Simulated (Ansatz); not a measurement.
# Molecular dynamics of glassy 62SiO2-38Na2O (mol %) (96 atoms)

How do the atoms of glassy 62SiO2-38Na2O (mol %) (96 atoms) move, and what local order do they keep?

Method: Kohn-Sham DFT, revPBE, PAW (set soft_2), plane waves, in Ansatz 0.2.0.

### 1. The structure

The cell holds 96 atoms: 20 Si, 24 Na and 52 O. Its edges and angles: a = 10.750 Å, b = 10.750 Å, c = 10.750 Å, α = 90.0°, β = 90.0°, γ = 90.0°. 96 atoms (20 Si, 24 Na, 52 O) placed at random at 2.48 g/cm³, melted at 4000 K for 10 ps at fixed volume with the Morse and Coulomb pair potential with partial charges (Pedone, Malavasi, Menziani, Cormack and Segre, J. Phys. Chem. B 110, 11780 (2006)). Quenched from 4000 K to 300 K at 50 K/ps and fixed volume, held 10 ps at zero pressure.

What the set-up can't give: The quench rate of 50 K/ps is orders of magnitude faster than experiment, which tends to freeze in extra defects. The network of bonds at the start is that of the classical potential that made the cell. Sampling is at Γ alone, for a cell whose shortest periodic width is 11 Å.

### 2. Single point at the start

A single point comes first, to see the forces before anything moves.

The input, input.yaml:

```yaml
crystal:
  lattice:
    - [10.74979, 0.0, 0.0]
    - [0.0, 10.74979, 0.0]
    - [0.0, 0.0, 10.74979]
  atoms:
    - { symbol: Si, position: [0.50624, 0.69404, 0.26838] }
    - { symbol: Si, position: [0.66313, 0.53866, 0.62977] }
    - { symbol: Si, position: [0.73334, 0.10428, 0.61008] }
    - { symbol: Si, position: [0.66068, 0.47776, 0.14663] }
    [... 86 atom lines left out ...]
    - { symbol: O, position: [0.27908, 0.31275, 0.85684] }
    - { symbol: O, position: [0.52526, 0.30625, 0.85439] }
    - { symbol: O, position: [0.76481, 0.0568, 0.73832] }
    - { symbol: O, position: [0.56777, 0.73405, 0.39415] }
    - { symbol: O, position: [0.39961, 0.69776, 0.95642] }
    - { symbol: O, position: [0.56379, 0.3213, 0.41009] }
kpoints:
  mp_grid: { grid: [1, 1, 1] }
hamiltonian:
  xc: revpbe
scf:
  occupations: { method: fermi_dirac, width: 0.025 }
output:
  forces: true
```

Run with:

```sh
> ansatz run input.yaml --threads 4 --pin off --max-ram 8192MiB --backend cpu --events-out ev --progress --plain --runs-dir out
```

Elapsed: 10 s, on 4 threads of Arm Neoverse V2, shared host; peak memory 1.5 GiB; 38 s of CPU time.

Numbers from this run:

- free energy: -78140.9102 eV
- free energy per atom: -813.9678 eV/atom
- SCF cycles: 9
- r.m.s. force component: 1.489 eV/Å
- longest force: 5.642 eV/Å
- Fermi energy: 6.06 eV

The r.m.s. force component of 1.5 eV/Å sets the starting point.

Neighbours are counted within 2.93 Å (O-Na), 2.12 Å (O-Si).

Length of the force by element and coordination:

```tsv
element	coordination	atoms	mean length of the force (eV/Å)	spread	least	most
Na	all	24	0.889	0.373	0.378	1.81
Na	3	4	0.710	0.203	0.378	0.928
Na	4	8	0.819	0.326	0.468	1.56
Na	5	9	1.07	0.405	0.427	1.81
Na	6	3	0.777	0.344	0.410	1.24
O	all	52	2.33	1.35	0.264	5.64
O	2	9	1.18	0.832	0.264	2.64
O	3	21	2.10	1.00	0.552	4.31
O	4	7	2.65	1.55	1.23	5.62
O	5	13	3.09	1.24	1.57	5.64
O	6	1	5.44	0	5.44	5.44
O	7	1	2.64	0	2.64	2.64
Si	all	20	3.21	1.25	0.823	5.00
```

### 3. Dynamics at 600 K

A Nosé–Hoover thermostat steers the temperature while disturbing the dynamics little. The time step is 1.0 fs.

input.yaml: that of step 2 with these lines changed.

```diff
@@ -15 +15,8 @@
   forces: true
+md:
+  timestep: 1.0
+  n_steps: 320
+  ensemble: nvt_nose_hoover
+  temperature: 600
+  initial_velocities: maxwell_boltzmann
+  seed: 2952
```

The job ended after 32 min (4 threads; peak memory 1.7 GiB; 2 h of CPU time).

The program notes that it switched symmetry off.

The trajectory, sampled:

```tsv
time (fs)	T (K)	potential (meV/atom)	conserved (meV/atom)
0.0	600	0.0	0.00
21.0	718	-15.9	-0.09
43.0	782	-26.4	-0.12
64.0	690	-18.9	-0.09
85.0	704	-26.2	-0.13
107.0	634	-22.1	-0.11
128.0	632	-24.7	-0.14
149.0	603	-23.3	-0.11
171.0	645	-30.7	-0.09
192.0	649	-33.6	-0.18
213.0	639	-34.6	-0.16
235.0	581	-29.4	-0.12
256.0	612	-35.5	-0.15
277.0	611	-37.2	-0.16
299.0	646	-43.6	-0.16
320.0	571	-35.9	-0.15
```

Mean square displacement from the first frame to the last: Si 0.10 Å², Na 0.62 Å², O 0.20 Å².

Mean square displacement against time lag:

```tsv
time lag (fs)	Na (Å²)	O (Å²)	Si (Å²)
1.0	7.1e-5	9.7e-5	6.2e-5
7.0	0.00348	0.00451	0.00284
14.0	0.0137	0.0155	0.00942
20.0	0.0273	0.0265	0.0153
34.0	0.0722	0.0510	0.0245
40.0	0.0952	0.0615	0.0279
47.0	0.123	0.0729	0.0318
54.0	0.152	0.0821	0.0357
60.0	0.176	0.0885	0.0393
67.0	0.203	0.0964	0.0447
73.0	0.224	0.105	0.0501
87.0	0.268	0.124	0.0598
93.0	0.283	0.131	0.0624
100.0	0.299	0.139	0.0657
107.0	0.313	0.146	0.0698
113.0	0.323	0.152	0.0732
120.0	0.333	0.158	0.0766
126.0	0.342	0.162	0.0790
140.0	0.360	0.172	0.0841
146.0	0.368	0.176	0.0857
153.0	0.378	0.181	0.0866
160.0	0.388	0.184	0.0873
```

Over the second half of 320 fs the temperature averages 619 K with swings of 37 K r.m.s. The conserved energy stays within 0.21 meV/atom. From first frame to last Na has the largest mean square displacement, 0.62 Å² at the end; the farthest move is 1.82 Å. The count of bonds goes from 200 in the first frame to 211 in the last, by one set of cutoffs: 17 pairs passed out of them and 28 came within. The run spans 0.32 ps, too short for its means to be equilibrium values.

### 4. Local order late in the run

The g(r) is a mean over the second half; what follows it is taken at the last frame.

Bonds before and after, by the cutoffs listed below:

```tsv
pair	bonds before	bonds after	mean before (Å)	mean after (Å)	spread before (Å)	spread after (Å)
O-Na	120	131	2.513	2.511	0.254	0.238
O-Si	80	80	1.613	1.642	0.054	0.050
```

Density 2.60 g/cm³, 12.94 Å³ an atom.

Mean of 14 frames. g(r), total and by pair (bins of 0.2 Å):

```tsv
r (Å)	total	O-O	O-Na	O-Si	Na-Na	Na-Si	Si-Si
1.40	0.01	0.00	0.00	0.05	0.00	0.00	0.00
1.60	2.63	0.00	0.00	11.66	0.00	0.00	0.00
1.80	0.52	0.00	0.00	2.31	0.00	0.00	0.00
2.00	0.07	0.00	0.28	0.00	0.00	0.00	0.00
2.20	0.58	0.00	2.15	0.00	0.00	0.00	0.00
2.40	0.97	0.35	3.12	0.02	0.19	0.01	0.00
2.60	1.42	3.32	1.44	0.02	0.72	0.14	0.00
2.80	1.21	2.58	0.88	0.01	1.41	1.01	0.51
3.00	0.84	0.56	0.63	0.14	1.66	2.08	3.44
3.20	0.98	0.73	0.58	0.46	1.86	2.45	2.98
3.40	0.96	0.85	0.67	0.93	1.54	1.97	0.35
3.60	1.04	0.92	0.91	1.09	1.48	1.80	0.11
3.80	0.98	0.88	0.85	1.27	1.08	1.27	0.09
4.00	1.03	0.75	0.98	1.64	0.88	0.83	0.67
4.20	1.13	0.75	1.12	1.94	0.96	0.54	1.18
4.40	1.00	0.89	1.10	1.31	1.12	0.41	0.87
4.60	0.98	1.04	1.19	0.95	0.69	0.46	1.10
4.80	1.01	1.23	1.14	0.80	0.82	0.42	1.45
5.00	1.00	1.23	0.97	0.85	0.69	0.83	1.30
5.20	1.00	1.13	0.98	0.83	0.77	1.04	1.27
```

Bonds by pair of elements; cutoffs follow the first minimum of g(r), held within bounds set by covalent radii, and pairs that aren't listed don't count as bonded:

```tsv
pair A-B	cutoff (Å)	bonds	mean length (Å)	spread (Å)	shortest (Å)	B about A	A about B
O-Na	3.09	131	2.51	0.238	2.02	2.52	5.46
O-Si	2.16	80	1.64	0.05	1.54	1.54	4
```

How many atoms have how many bonded neighbours:

```tsv
element	mean	2	3	4	5	6	7
Na	5.46	0	0	2	14	3	5
O	4.06	2	15	20	9	5	1
Si	4	0	0	20	0	0	0
```

Bond angles, per cent of each kind in bins of 5°:

```tsv
angle (°)	O-Na-O	Na-O-Si	Na-O-Na	O-Si-O	Si-O-Si
50–55	1.0	0.0	0.6	0.0	0.0
55–60	4.0	0.0	1.3	0.0	0.0
60–65	5.3	0.6	3.9	0.0	0.0
65–70	5.0	0.6	5.2	0.0	0.0
70–75	2.3	3.5	4.5	0.0	0.0
75–80	5.0	2.4	10.3	0.0	0.0
80–85	7.0	8.2	13.5	0.0	0.0
85–90	8.9	9.4	7.1	0.0	0.0
90–95	8.3	10.0	8.4	0.8	0.0
95–100	7.6	8.8	6.5	5.0	0.0
100–105	3.6	7.6	6.5	21.7	0.0
105–110	7.0	7.6	1.3	26.7	0.0
110–115	2.3	8.8	5.2	27.5	0.0
115–120	4.6	5.3	2.6	15.8	0.0
120–125	5.3	7.6	3.2	0.8	3.6
125–130	2.6	6.5	3.9	1.7	14.3
130–135	4.0	2.9	3.2	0.0	28.6
135–140	2.0	3.5	1.3	0.0	14.3
140–145	1.3	2.4	1.9	0.0	14.3
145–150	4.0	1.8	1.3	0.0	0.0
150–155	1.7	1.2	1.3	0.0	7.1
155–160	2.6	1.2	1.3	0.0	7.1
160–165	3.0	0.0	3.2	0.0	7.1
165–170	0.3	0.0	1.3	0.0	0.0
170–175	1.0	0.0	0.6	0.0	3.6
175–180	0.3	0.0	0.6	0.0	0.0
```

Bond angles (no mean is given where the spread exceeds 20°):

```tsv
angle	count	mean (°)	spread (°)
O-Na-O	302	-	-
Na-O-Si	170	-	-
Na-O-Na	155	-	-
O-Si-O	120	109	6.4
Si-O-Si	28	140	12.5
```

Oxygen atoms by the number of network formers (Si, P, Ge, B, Al, As, Ga) bound to them:

```tsv
network formers bound to O	O atoms	per cent
0	0	0
1	24	46.2
2	28	53.8
```

Network units: each former by its oxygen neighbours and how many of them bridge to another former:

```tsv
former	O neighbours	bridging O	atoms
Si	4	0	1
Si	4	2	3
Si	4	3	14
Si	4	4	2
```

Bond length by coordination (bonds to H left out):

```tsv
element	coordination	atoms	mean bond length (Å)
Na	4	2	2.41
Na	5	14	2.47
Na	6	3	2.62
Na	7	5	2.56
O	2	2	1.62
O	3	15	1.95
O	4	20	2.16
O	5	9	2.28
O	6	5	2.41
O	7	1	2.57
```

First main peaks of g(r), for some of the pairs, lie near 2.7 Å (O-O), 2.4 Å (O-Na), 1.6 Å (O-Si), 3.3 Å (Na-Si) and 3.1 Å (Si-Si). Counting bonds as in the table, 58 % of Na atoms have 5, 38 % of O atoms have 4 and all Si atoms have 4 bonded neighbours. 54 % of the oxygens bridge two formers (Si) and 46 % are non-bridging. The commonest Si unit has 4 oxygens, 3 of them shared with other formers (14 of 20 atoms).

### 5. Single point at the last frame

The last frame is solved again with fuller output, to read the electronic structure of a thermally displaced geometry.

The input, input.yaml:

```yaml
crystal:
  lattice:
    - [10.74979, 0.0, 0.0]
    - [0.0, 10.74979, 0.0]
    - [0.0, 0.0, 10.74979]
  atoms:
    - { symbol: Si, position: [0.5003, 0.684, 0.26873] }
    - { symbol: Si, position: [0.67163, 0.51969, 0.6511] }
    - { symbol: Si, position: [0.72711, 0.10788, 0.61116] }
    - { symbol: Si, position: [0.63547, 0.49346, 0.12559] }
    [... 86 atom lines left out ...]
    - { symbol: O, position: [0.30213, 0.33669, 0.81609] }
    - { symbol: O, position: [0.55505, 0.27525, 0.86996] }
    - { symbol: O, position: [0.72366, 0.00147, 0.72401] }
    - { symbol: O, position: [0.58755, 0.67311, 0.38367] }
    - { symbol: O, position: [0.3909, 0.72316, 0.9799] }
    - { symbol: O, position: [0.58733, 0.329, 0.4117] }
kpoints:
  mp_grid: { grid: [1, 1, 1] }
hamiltonian:
  xc: revpbe
scf:
  occupations: { method: fermi_dirac, width: 0.025 }
output:
  forces: true
  stress: true
  populations: true
  dos:
    method: { smearing: { sigma: 0.1 } }
    de: 0.1
    projected: { site_lists: { Na: [Na], O: [O], Si: [Si] } }
  eigenvalues: true
  write_density: true
  write_potential: true
  volumetric_format: npy
```

It took 18 s on 4 threads; peak memory 1.6 GiB; 69 s of CPU time.

Read from the output:

| Quantity | Value |
| --- | --- |
| free energy | -78144.3601 eV |
| free energy per atom | -814.0038 eV/atom |
| SCF cycles | 10 |
| pressure | 5.709 GPa |
| r.m.s. force component | 1.081 eV/Å |
| longest force | 5.516 eV/Å |
| Fermi energy | 6.294 eV |
| gap (highest filled to lowest empty level) | 2.425 eV |
| spilling of the projection | 0.009014 |

Neighbours are counted within 3.09 Å (O-Na), 2.16 Å (O-Si), the cutoffs taken from the dynamics.

Length of the force by element and coordination:

```tsv
element	coordination	atoms	mean length of the force (eV/Å)	spread	least	most
Na	all	24	0.715	0.361	0.173	1.59
Na	4	2	0.659	0.19	0.469	0.849
Na	5	14	0.704	0.302	0.255	1.59
Na	6	3	0.289	0.152	0.173	0.503
Na	7	5	1.02	0.365	0.607	1.57
O	all	52	1.49	0.806	0.440	4.28
O	2	2	1.03	0.154	0.873	1.18
O	3	15	1.65	0.981	0.681	4.28
O	4	20	1.56	0.711	0.440	3.55
O	5	9	1.19	0.554	0.666	2.42
O	6	5	1.71	0.828	0.573	2.83
O	7	1	0.444	0	0.444	0.444
Si	all	20	2.71	1.11	0.938	5.52
```

Löwdin charges by element and coordination (they lack the spilled electrons, 0.057 e an atom on average):

```tsv
element	coordination	atoms	mean charge (e)	spread	least	most
Na	all	24	0.799	0.0133	0.778	0.834
Na	4	2	0.792	0.0025	0.789	0.794
Na	5	14	0.796	0.0149	0.778	0.834
Na	6	3	0.805	0.0021	0.803	0.808
Na	7	5	0.807	0.009	0.797	0.821
O	all	52	-0.893	0.0825	-1.06	-0.771
O	2	2	-0.800	0.0048	-0.805	-0.795
O	3	15	-0.828	0.0471	-0.974	-0.771
O	4	20	-0.879	0.0655	-1.03	-0.803
O	5	9	-0.986	0.0306	-1.06	-0.953
O	6	5	-0.997	0.0293	-1.04	-0.959
O	7	1	-0.97	0	-0.97	-0.97
Si	all	20	1.64	0.0629	1.44	1.74
```

Density of states as counts of states in windows of 1 eV (from the Fermi level), total and the larger projections:

```tsv
from (eV)	to (eV)	total	O p	Si p	Na s
-14	-13	0.0	0.0	0.0	0.0
-13	-12	3.5	2.3	0.2	0.0
-12	-11	8.4	5.6	0.6	0.0
-11	-10	12.2	8.5	1.3	0.0
-10	-9	13.9	10.3	2.2	0.0
-9	-8	16.0	12.2	3.1	0.0
-8	-7	21.5	17.3	2.5	0.2
-7	-6	39.6	33.0	2.8	0.5
-6	-5	47.7	41.7	2.3	0.9
-5	-4	52.5	47.4	2.1	0.8
-4	-3	54.8	51.1	1.5	0.6
-3	-2	34.3	32.4	0.6	0.4
-2	-1	7.7	7.4	0.0	0.1
-1	1	0.0	0.0	0.0	0.0
1	2	2.0	0.1	0.0	1.2
2	3	5.8	0.8	0.6	2.7
3	4	12.3	1.7	2.0	4.6
4	5	25.0	3.1	6.8	6.2
```

Between -26 and -14 eV lie 248 more states.

The stored curve holds about 560 of the 608 electrons; the rest, give or take the few that broadening carries across the Fermi level, lie in deeper levels below its range.

The levels nearest the highest filled one (over half full), pooled over k-points and spins:

```tsv
level less the highest filled one (eV)	occupation
-1.04	2
-0.909	2
-0.714	2
-0.404	2
-0.201	2
0	2
2.42	0
3.82	0
4.09	0
4.16	0
4.30	0
4.47	0
```

Mean Löwdin charges: Na +0.80, O -0.89, Si +1.64 e (they miss 0.90 % of the electrons, so they add up to more than the cell's charge). The largest share in the top eV of filled states is O p (97 % of the projected weight), and in the lowest eV of empty states Na s (60 % of the projected weight).

### 6. Outcome

```
mean temperature, second half                                : 618.8 K
temperature swing, second half                               : 37.36 K
slope of the conserved energy against time, by least squares : -0.1919 meV/atom/ps
free energy per atom                                         : -814.0038 eV/atom
pressure                                                     : 5.709 GPa
r.m.s. force component                                       : 1.081 eV/Å
gap (highest filled to lowest empty level)             : 2.425 eV
wall time of the 3 DFT runs                                  : 33 min
```

What this shows: Over the second half of 320 fs the temperature averages 619 K with swings of 37 K r.m.s. The conserved energy stays within 0.21 meV/atom. The count of bonds goes from 200 in the first frame to 211 in the last, by one set of cutoffs: 17 pairs passed out of them and 28 came within. The run spans 0.32 ps, too short for its means to be equilibrium values. Counting bonds as in the table, 58 % of Na atoms have 5, 38 % of O atoms have 4 and all Si atoms have 4 bonded neighbours. 54 % of the oxygens bridge two formers (Si) and 46 % are non-bridging. Between filled and empty levels lie 2.42 eV (at Γ alone); a semilocal functional tends to put such gaps too low. In a disordered cell it changes from sample to sample, and tail or defect levels can set it.

What to keep in mind: The starting topology of bonds comes from the classical model; in DFT 17 of its 200 bonded pairs passed out of the cutoffs and 28 came within them. The stress is far from hydrostatic: its diagonal is 3.8, 5.3, 8.1 GPa, compression counted positive. The pressure of 5.7 GPa is that of one thermal frame at a volume set beforehand, without the kinetic term.

[Logs are printed without paths, hosts, clocks, repeated set-up lines and the standing remarks that a program may print on its own settings, such as how far it seeks lower states.]

[Hosts, paths, dates, database ids (printed as entryN), source tags and the programs' standing remarks are cut or masked in the printed files.]
